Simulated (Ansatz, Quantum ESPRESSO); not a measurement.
# Nb (bcc): bulk modulus from a few volumes

How stiff is bcc Nb under hydrostatic load? Each row relaxes cell and atoms at a set pressure. The phase is followed to these pressures whether or not it stays the stable one.

Calculated with Ansatz 0.2.0, PBEsol, PAW files of the set soft_1, cutoff 600 eV, Fermi–Dirac smearing 0.05 eV, k-mesh 19×19×19, no spin polarisation, no spin-orbit coupling.

Reference cell, relaxed at zero pressure with PBEsol (Im-3m): a = 2.8338 Å, b = 2.8338 Å, c = 2.8338 Å, α = 109.47°, β = 109.47°, γ = 109.47°.

```
atom       x       y       z
  Nb  0.0000  0.0000  0.0000
```

| V (Å³/atom) | V/V0 | P (GPa) | E − E0 (meV/atom) |
| --- | --- | --- | --- |
| 17.9222 | 1.0231 | −4.008 | 5.1 |
| 17.0701 | 0.9744 | 4.992 | 6.8 |
| 16.3120 | 0.9311 | 14.999 | 53.3 |
| 15.9830 | 0.9124 | 20.017 | 89.2 |
| 15.3962 | 0.8789 | 29.989 | 180.3 |

V0 = 17.5181 Å³ an atom, where the residual pressure P0 is 0.000 GPa. **Question.** Fit the Birch–Murnaghan law and give the pressure and the energy at V = 16.6708 Å³ an atom, a row left out above.

With the Eulerian strain f = ½[(V0/V)^(2/3) − 1] and F = (P − P0)/[3f(1 + 2f)^(5/2)], the third-order law is the line F = B0 + (3/2) B0 (B′ − 4) f.

| f | F (GPa) |
| --- | --- |
| 0.04494 | 179.35 |
| 0.03152 | 181.66 |
| 0.02435 | 182.29 |
| 0.00871 | 182.96 |
| −0.00754 | 183.95 |

A straight line through the 5 rows: the means are 0.0204 for f and 182.04 for F, Σ(Δx)² = 0.001659 and ΣΔxΔy = −0.1334, so the slope is −0.1334/0.001659 = −80.404 and the intercept 182.04 − (−80.404)(0.0204) = 183.68.

Hence B0 = 183.7 GPa and B′ = 4 + (−80.4)/(1.5 × 183.7) = 3.71. For the withheld volume f = 0.01680, F = 182.33 GPa and P = 9.98 GPa. The run itself gives 10.00 GPa, so the estimate misses by 0.02 GPa; the fitted rows themselves lie up to 0.12 GPa off the law.

Integrating the same law gives E − E0 = (9/2) B0 V0 f²[1 + (B′ − 4) f] + P0(V0 − V), with 1 GPa Å³ = 6.2415 meV: 25.4 meV an atom. The run itself gives 25.4 meV, so the estimate misses by 0.0 meV, a rounding's worth.

The same fit over all rows at other levels or in other programs gives B0 = 184 GPa with PBEsol (Quantum ESPRESSO, GBRV).

[Logs are printed without paths, hosts, clocks, repeated set-up lines and the standing remarks that a program may print on its own settings, such as how far it seeks lower states.]
